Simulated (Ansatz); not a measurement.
In doubt: masses and optical values from hybrid runs of this build are listed as unsure (in some of the runs), which bears on the screening that GW takes from such a start.

System: LaVO4 (P2_1/c).

```xyz
24
Lattice="6.7250 0.0000 0.0000 0.0000 7.2827 0.0000 -4.9123 0.0000 6.8121" Properties=species:S:1:pos:R:3 pbc="T T T"
La    2.0089    1.1448    4.9305
La   -2.6523    4.7862    5.2878
La   -0.1962    6.1379    1.8817
La    4.4650    2.4965    1.5244
V    -1.3209    1.2003    4.7628
V     0.6775    4.8416    5.4554
V     3.1336    6.0824    2.0493
V     1.1352    2.4411    1.3568
O     1.8373    3.6261    5.0723
O    -2.4807    7.2674    5.1459
O    -0.0246    3.6566    1.7398
O     4.2934    0.0153    1.6663
O     2.2239    2.0355    2.6029
O     2.0449    5.6769    0.8032
O    -0.4112    5.2472    4.2092
O    -0.2322    1.6058    6.0090
O     2.0576    6.5180    3.2896
O     2.2112    2.8767    0.1165
O    -0.2449    0.7647    3.5226
O    -0.3985    4.4060    6.6957
O     1.6331    6.1437    6.0335
O    -2.2765    2.5023    4.1847
O     0.1796    1.1390    0.7786
O     4.0892    4.7804    2.6274
```

The cell and positions come from the Crystallography Open Database and are kept as given unless a step says otherwise. Spin-orbit coupling is left out unless a run names it. PAW set soft_2, made with PBE.

Gaps computed with Ansatz 0.2.0 without a self-energy: HSE06 5.12 eV, r2SCAN 3.91 eV and PBE0 5.90 eV.

**Question.** What gap should G0W0 on HSE06 give (2×2×2 mesh, 462 empty bands, screening to 72 eV, default PAW files)?

About 6.18 eV: on its mesh the run moves the gap from 5.14 eV by +1.05 eV, and the mesh misses the edges by 0.02 eV. Among the scalar-relativistic levels given, PBE0 is nearest (−0.28 eV). Bands and cutoff are finite, so the gap is not at the basis limit. The miss can reach some tenths of an eV and take either sign; the mesh is an error of its own. The 2×2×2 mesh is coarse for this cell (its supercell is 13 Å along the shortest edge). The RPA ε∞ on it, from the HSE06 start, is 3.38, 3.40 and 3.79; such meshes misread the long-range screening, most where the gap is narrow. Empty 4f levels lie among the conduction bands. Their place in the start is unsure; it enters the screening, and the edge itself where they lie low. The runs have no spin polarisation. For a closed low-spin shell that is the natural state; where a d or f shell is open it is a constraint, and the gap is then not the crystal's own. With d states at the gap, one-shot GW leans hard on its start. The many-body steps are scalar-relativistic: spin-orbit coupling is not in them.

[Paths, hosts, dates, memory and timing lines, banners, echoed tables and standing remarks are left out of the program output.]

[Logs are printed without paths, hosts, clocks, repeated set-up lines and the standing remarks that a program may print on its own settings, such as how far it seeks lower states.]

[Runs of the session that timed out or met a known fault of the program may be left out.]

[Cells called generated may have been cut or substituted from an entry of the Crystallography Open Database or the Materials Project.]

[Hosts, paths, dates, database ids (printed as entryN), source tags and the programs' standing remarks are cut or masked in the printed files.]
